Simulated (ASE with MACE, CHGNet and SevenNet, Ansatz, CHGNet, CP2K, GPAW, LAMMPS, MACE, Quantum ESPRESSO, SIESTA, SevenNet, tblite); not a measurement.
## Running amorphous 63GeO2-24PbO-13Al2O3 (mol %) (115 atoms) with machine-learned potentials

Aim: run amorphous 63GeO2-24PbO-13Al2O3 (mol %) (115 atoms) in machine-learned potentials and see how near its forces come to a plane-wave reference, and at what cost.

Program: ASE with MACE, CHGNet and SevenNet. Level of theory: the method is named at each step. Results are calculated unless marked as measured.

### 1. The starting structure

The cell holds 115 atoms: 24 Ge, 9 Pb, 10 Al and 72 O. Cell: a = 12.017 Å, b = 12.017 Å, c = 12.017 Å, α = 90.0°, β = 90.0°, γ = 90.0°. 115 atoms (24 Ge, 9 Sr, 10 Al, 72 O) placed at random at 3.86 g/cm³, melted at 5000 K for 10 ps at fixed volume with the Morse and Coulomb pair potential with partial charges (Pedone, Malavasi, Menziani, Cormack and Segre, J. Phys. Chem. B 110, 11780 (2006)). Quenched from 5000 K to 300 K at 100 K/ps and fixed volume, held 10 ps at zero pressure, then minimised at fixed cell. Then Sr was replaced by Pb and the cell scaled by 1.008 (the potential has no terms for the new elements, so the cell is a start for a DFT relaxation).

The yardstick, on the same geometry:

* method: Kohn-Sham DFT, PBE, SSSP efficiency 1.3.0 pseudopotentials, plane waves (Quantum ESPRESSO 7.5); sssp-pbe-1.3.0-efficiency, cutoffs 60/480 Ry, Γ point
* r.m.s. force component: 0.7633 eV/Å
* longest force: 2.519 eV/Å
* pressure: 3.432 GPa
* gap (highest filled to lowest empty level): 2.141 eV
* time: 9.5 min on 4 MPI ranks of Arm Neoverse V2, shared host
* CPU time: 38 min

### 2. MACE MP-0b2 small potential

Method: machine-learned interatomic potential MACE MP-0b2 small, trained on PBE(+U) plane-wave data.

File run.py:

```python
import numpy as np
from ase.io import read
import mlip  # loads the published weights by name

atoms = read("structure.xyz")
atoms.calc = mlip.calc("mace-mp-0b2-small")
energy = atoms.get_potential_energy()
forces = atoms.get_forces()
print(f"energy {energy:.6f} eV")
print("forces (eV/A)")
for i, (a, f) in enumerate(zip(atoms, forces)):
    print(f"{i:4d} {a.symbol:2s} {f[0]:10.5f} {f[1]:10.5f} {f[2]:10.5f}")
stress = -atoms.get_stress(voigt=False) * 160.21766
print("stress (GPa, compression positive)")
for row in stress:
    print(" ".join(f"{x:10.4f}" for x in row))
```

File structure.xyz:

```xyz
115
Lattice="12.01659 0.00000 0.00000 0.00000 12.01659 0.00000 0.00000 0.00000 12.01659" Properties=species:S:1:pos:R:3 pbc="T T T"
Ge 7.92013 1.16200 5.54998
Ge 6.31376 9.21060 4.27250
Ge 10.02388 3.58359 10.49865
Ge 0.11223 7.53729 0.56370
Ge 3.48866 9.07661 2.48803
Ge 11.78743 11.99436 9.26503
Ge 0.96481 1.14061 6.48115
Ge 1.05758 2.91691 10.62531
Ge 7.77449 4.96165 3.89097
Ge 5.48233 1.31510 3.15508
Ge 3.34914 10.42319 11.50348
Ge 4.35061 4.99674 8.07875
Ge 7.08714 5.03495 11.10862
Ge 9.90023 2.70385 2.63968
Ge 2.42579 6.65671 5.86061
Ge 6.87601 6.65431 6.47454
Ge 1.44343 0.82638 1.03571
Ge 3.84483 1.63077 8.11853
Ge 6.39223 11.32492 0.52573
Ge 9.48722 10.46573 4.22744
Ge 11.04084 6.10984 5.49519
Ge 9.33749 10.37272 10.37428
Ge 10.20533 3.14690 7.02406
Ge 2.33987 5.84703 2.69700
Pb 2.52649 10.23032 7.59725
Pb 2.69196 6.08280 11.18733
Pb 9.56497 6.70766 9.12155
Pb 7.16946 1.40522 9.26948
Pb 4.51836 2.74375 11.58604
Pb 8.17957 7.83145 0.95892
Pb 5.42633 8.35826 9.89542
Pb 3.96211 3.54021 5.04216
Pb 0.89956 9.40058 4.44181
Al 9.10749 0.77964 0.19563
Al 5.70055 11.28995 6.67534
Al 7.53464 9.32151 8.16720
Al 1.02201 2.70517 3.59801
Al 10.53723 9.00764 6.92360
Al 5.28874 4.51139 2.03717
Al 0.02295 8.93998 9.84615
Al 2.61637 0.13807 3.96656
Al 11.03351 10.67181 1.18171
Al 10.13227 5.69995 2.16887
O 5.79716 0.14612 1.94080
O 1.78891 1.18423 2.70373
O 0.57680 7.62837 10.89052
O 8.72032 3.53011 3.64019
O 0.70021 6.58629 5.59432
O 2.97387 5.66847 7.18232
O 8.85575 4.78416 10.92981
O 4.07603 1.02429 4.10487
O 8.77187 2.42122 6.38057
O 2.53995 11.78563 0.20368
O 8.03033 9.51173 4.05764
O 9.18704 1.41207 1.77834
O 10.27875 4.06521 1.61191
[... 55 atom lines left out ...]
O 11.83250 8.81321 8.11865
O 10.57796 6.89764 0.98560
O 8.37580 5.96419 2.60520
O 2.75204 8.32125 6.00998
```

Command:

```console
OMP_NUM_THREADS=1 python run.py > output.txt
```

The log of the run:

```text
energy -737.891918 eV
forces (eV/A)
   0 Ge    0.02335   -1.03380   -0.21441
   1 Ge   -0.03441    0.86003    1.04997
   2 Ge    0.09323   -1.60609   -0.20437
   3 Ge   -0.19518    0.85663    0.84042
   4 Ge    0.42047    0.71423   -0.22570
   5 Ge    0.35986   -0.12576    1.02416
   6 Ge    0.13303    0.72863    0.27277
   7 Ge   -0.79657   -1.44309   -0.28086
   8 Ge    0.04555   -0.05799   -0.62258
   9 Ge    0.57134   -0.15305   -0.82121
  10 Ge   -0.21736    0.48756    1.39345
  11 Ge    0.02988    0.92093   -0.31458
  12 Ge   -0.41972   -1.09316    0.11020
  13 Ge    0.24042    0.89226   -0.81136
  14 Ge   -0.30073    0.01529    0.15757
  15 Ge   -0.29461    0.25166   -0.94016
  16 Ge   -0.46002   -0.95023   -1.13935
  17 Ge   -0.62408   -0.64637   -0.50886
  18 Ge   -0.13782   -0.23531    0.60425
  19 Ge   -0.88408    0.31984    0.10242
  20 Ge   -0.10704   -0.08849   -0.67097
  21 Ge    0.89961   -0.35109   -1.01548
  22 Ge    0.81384   -0.07477    0.00667
  23 Ge    0.10019   -0.04292    0.53153
[...]
107 O     0.21155   -0.64146    0.65843
 108 O     0.57339   -0.16020    1.40974
 109 O     1.01305   -0.63932   -0.55667
 110 O     0.85501    0.26192    0.12710
 111 O     0.67439   -0.23075   -0.42348
 112 O    -1.14794   -0.32265   -0.27155
 113 O     0.50865    1.41641   -1.35828
 114 O    -0.17438    1.80259    0.06903
stress (GPa, compression positive)
    4.0977     0.5817    -0.5528
    0.5817     1.8253    -0.5052
   -0.5528    -0.5052     3.0321
```

It took 6.4 s on 1 thread of Arm Neoverse V2, shared host; peak memory 0.69 GiB.

Banners, paths, timers and routine set-up lines are dropped from the logs unmarked, and long logs keep their key lines alone; longer cuts are marked.

Compared with the plane-wave run:

| Property | Result |
| --- | --- |
| r.m.s. force component | 0.6969 eV/Å |
| r.m.s. difference of force components | 142.1 meV/Å |
| longest difference of force vectors | 610 meV/Å |
| force difference over r.m.s. force | 18.62 % |
| slope of forces against the reference's | 0.8995 |
| correlation of force components | 0.9851 |
| pressure | 2.985 GPa |
| pressure difference | -0.447 GPa |

Length of the force difference by element (eV/Å):

| element | atoms | mean | most |
| --- | --- | --- | --- |
| Al | 10 | 0.30 | 0.61 |
| Ge | 24 | 0.31 | 0.49 |
| O | 72 | 0.19 | 0.37 |
| Pb | 9 | 0.18 | 0.29 |

A closer look about Pb25, one of the 9 Pb atoms: 9 atoms, nearest first, numbered in the order of the input, with positions taken from that point.

| atom | x | y | z | distance (Å) | Fx | Fy | Fz (eV/Å) |
| --- | --- | --- | --- | --- | --- | --- | --- |
| Pb25 | 0.00 | 0.00 | 0.00 | 0.00 | -0.38 | -0.01 | 0.21 |
| O115 | 0.23 | -1.91 | -1.59 | 2.49 | -0.17 | 1.80 | 0.07 |
| O72 | 0.61 | -0.59 | 2.41 | 2.55 | -0.01 | -0.70 | -1.05 |
| O65 | -2.17 | 1.55 | 0.07 | 2.66 | 0.75 | -0.42 | -1.96 |
| O101 | 1.85 | 2.05 | -0.44 | 2.79 | -0.41 | -0.45 | -0.48 |
| O66 | -0.95 | 1.63 | -2.27 | 2.96 | -0.48 | -1.22 | 0.59 |
| O112 | -2.71 | -1.42 | 0.52 | 3.10 | 0.67 | -0.23 | -0.42 |
| O80 | -2.16 | 0.39 | 2.56 | 3.37 | 1.13 | -0.30 | 0.78 |
| O99 | -0.34 | 3.37 | 0.11 | 3.39 | -0.87 | 0.35 | 0.21 |

Atoms are counted from 1 here, from 0 in the log.

Forces lie 19 % from the reference's, at 0.0028 times its CPU time (on 1 against 4 cores).

### 3. CHGNet 0.3.0 potential

Method: machine-learned interatomic potential CHGNet 0.3.0, trained on PBE(+U) plane-wave data.

run.py, as its differences from that of step 2:

```diff
@@ -5,3 +5,3 @@
 atoms = read("structure.xyz")
-atoms.calc = mlip.calc("mace-mp-0b2-small")
+atoms.calc = mlip.calc("chgnet-0.3.0")
 energy = atoms.get_potential_energy()
```

structure.xyz is that of step 2.

The log of the run:

```text
CHGNet v0.3.0 initialized with 412,525 parameters
CHGNet will run on cpu
energy -788.304443 eV
forces (eV/A)
   0 Ge   -0.00763   -0.90944   -0.42766
   1 Ge    0.09324    0.81451    1.05428
   2 Ge    0.00104   -1.46648   -0.46676
   3 Ge   -0.15010    0.99248    0.65573
   4 Ge    0.22489    0.63899   -0.10506
   5 Ge    0.30555   -0.06863    1.17696
   6 Ge    0.18746    0.74517    0.20984
   7 Ge   -0.82229   -1.44183   -0.39804
   8 Ge    0.32820   -0.15716   -0.52855
   9 Ge    0.47913   -0.07686   -0.58936
  10 Ge   -0.19251    0.41244    1.48134
  11 Ge    0.08038    0.72665   -0.65736
  12 Ge   -0.30370   -1.18824    0.12980
  13 Ge    0.20504    0.89104   -0.42752
  14 Ge   -0.40469   -0.07113    0.14611
  15 Ge   -0.25683    0.16633   -0.78878
  16 Ge   -0.43274   -1.08722   -0.78863
  17 Ge   -0.34763   -0.50325   -0.50650
  18 Ge   -0.03290    0.12697    0.79420
  19 Ge   -0.75471    0.19664    0.05090
  20 Ge   -0.13266   -0.12593   -0.72895
  21 Ge    0.72553   -0.16504   -0.58629
  22 Ge    0.81056   -0.01935    0.10623
  23 Ge    0.10530    0.06069    0.33577
[...]
107 O     0.40874   -0.59731    0.58828
 108 O     0.45935   -0.04901    1.34213
 109 O     0.83059   -0.66146   -0.60043
 110 O     0.68528    0.30265    0.03960
 111 O     0.45690   -0.16016   -0.51071
 112 O    -1.17257   -0.29113   -0.25509
 113 O     0.40647    1.29769   -1.27786
 114 O    -0.10180    1.58875    0.11519
stress (GPa, compression positive)
    4.1016     0.4856    -0.3336
    0.4856     2.0142    -0.4825
   -0.3336    -0.4825     3.0504
```

Wall time 3.7 s (1 thread); peak memory 1.3 GiB.

Compared with the plane-wave run:

```yaml
r_m_s_force_component: 0.6507 eV/Å
r_m_s_difference_of_force_components: 168.4 meV/Å
longest_difference_of_force_vectors: 706.9 meV/Å
force_difference_over_r_m_s_force: 22.07 %
slope_of_forces_against_the_reference_s: 0.839
correlation_of_force_components: 0.9842
pressure: 3.055 GPa
pressure_difference: -0.3766 GPa
```

Against the first run (19 %), the force difference from the reference is 22 %, at 0.58 times the CPU time.

### 4. SevenNet 0 potential

Method: machine-learned interatomic potential SevenNet 0, trained on PBE(+U) plane-wave data.

run.py, as its differences from that of step 3:

```diff
@@ -5,3 +5,3 @@
 atoms = read("structure.xyz")
-atoms.calc = mlip.calc("chgnet-0.3.0")
+atoms.calc = mlip.calc("7net-0")
 energy = atoms.get_potential_energy()
```

structure.xyz is that of step 3.

The log of the run:

```text
energy -736.604858 eV
forces (eV/A)
   0 Ge    0.16985   -1.06537   -0.59175
   1 Ge    0.03718    0.98197    1.17732
   2 Ge   -0.11727   -1.78927   -0.04354
   3 Ge   -0.14734    1.21978    1.02271
   4 Ge    0.23304    0.68738   -0.11945
   5 Ge    0.30988   -0.12355    1.28108
   6 Ge    0.13035    0.97889    0.22533
   7 Ge   -0.86061   -1.61246   -0.45228
   8 Ge    0.29261   -0.31785   -0.59666
   9 Ge    0.60312   -0.12420   -0.80073
  10 Ge   -0.30443    0.65482    1.53165
  11 Ge    0.12129    0.95826   -0.46997
  12 Ge   -0.48854   -1.38660    0.24009
  13 Ge    0.51371    1.02300   -0.77183
  14 Ge   -0.39525   -0.16694    0.14501
  15 Ge   -0.37748    0.20281   -1.07288
  16 Ge   -0.76377   -1.02806   -0.95516
  17 Ge   -0.72369   -0.67606   -0.31416
  18 Ge   -0.08386   -0.22828    0.94831
  19 Ge   -0.90833    0.36559   -0.07618
  20 Ge   -0.28516   -0.08815   -0.94573
  21 Ge    0.97741   -0.26771   -0.89540
  22 Ge    0.92046    0.00988   -0.02268
  23 Ge   -0.02907   -0.29383    0.45334
[...]
107 O     0.35770   -0.71029    0.70179
 108 O     0.65660   -0.27176    1.47816
 109 O     1.06462   -0.69154   -0.59243
 110 O     0.99530    0.29810    0.07381
 111 O     0.62831   -0.21640   -0.36787
 112 O    -1.19521   -0.28309   -0.35182
 113 O     0.42376    1.52207   -1.42765
 114 O    -0.06560    1.89307    0.17725
stress (GPa, compression positive)
    4.3405     0.5717    -0.3843
    0.5717     2.0125    -0.5648
   -0.3843    -0.5648     3.0747
```

It took 7.7 s on 1 thread; peak memory 1 GiB.

Against the reference:

```yaml
r_m_s_force_component: 0.738 eV/Å
r_m_s_difference_of_force_components: 81.72 meV/Å
longest_difference_of_force_vectors: 370.9 meV/Å
force_difference_over_r_m_s_force: 10.71 %
slope_of_forces_against_the_reference_s: 0.9617
correlation_of_force_components: 0.9946
pressure: 3.143 GPa
pressure_difference: -0.2894 GPa
```

Against the first run (19 %), the force difference from the reference is 11 %, at 1.2 times the CPU time.

### 5. Side by side

Differences are against the plane-wave reference, forces as r.m.s. over components; share is that over the reference's r.m.s. force, slope the least-squares factor from reference forces to these. Total energies of different programs have different zeros and aren't compared.

| run | Δ force, r.m.s. (meV/Å) | share (%) | slope | Δ pressure (GPa) | cores | CPU time | memory (GiB) |
| --- | --- | --- | --- | --- | --- | --- | --- |
| reference | - | - | - | - | 4 | 38 min | 6.2 |
| MACE MP-0b2 small potential | 142 | 18.6 | 0.899 | -0.447 | 1 | 6.4 s | 0.69 |
| CHGNet 0.3.0 potential | 168 | 22.1 | 0.839 | -0.377 | 1 | 3.7 s | 1.3 |
| SevenNet 0 potential | 81.7 | 10.7 | 0.962 | -0.289 | 1 | 7.7 s | 1 |

Times of the machine-learned potentials are mostly Python's start and the loading of weights.

CPU time is summed over cores on a shared host, where runs went side by side, so it is rough. Symmetry, cutoffs, thresholds, outputs and thread counts weren't matched or tuned between programs; memory under MPI is the largest rank's times the ranks.

### 6. What came out

```json
{"nearest in forces": "SevenNet 0 potential, 11 %", "its CPU time": "7.7 s"}
```

What this shows: Machine-learned potentials differ by 11 % (SevenNet 0 potential) to 22 % (CHGNet 0.3.0 potential); they were trained on other programs' data. Among those trained on PBE data the slope goes as low as 0.84, which softening far from their training structures can give, though the reference's k-sampling is untested too. The reference's pressure holds the uncorrected Pulay stress of its 60 Ry basis, so small pressure differences, and their order, may be the reference's own error. Machine-learned potentials mimic data converged in k, so the reference's own k-point error enters their differences. The quench rate of 100 K/ps is many orders above laboratory rates, so the cell is likely richer in defects and strain than a real sample. The network of bonds at the start is that of the classical potential that made the cell, and needn't be the one that DFT or experiment would give. The reference's pressure of 3.4 GPa belongs to a cell and atoms that aren't relaxed at this level. The electronic-structure runs sample only Γ, in a cell whose shortest periodic width is 12 Å. Spin–orbit coupling is left out, which matters for the levels of the heavy elements.

[Also dropped from logs without a mark: logging warnings of Python, and SIESTA's first energy breakdown and zero terms.]

[Logs are printed without paths, hosts, clocks, repeated set-up lines and the standing remarks that a program may print on its own settings, such as how far it seeks lower states.]

[Hosts, paths, dates, database ids (printed as entryN), source tags and the programs' standing remarks are cut or masked in the printed files.]
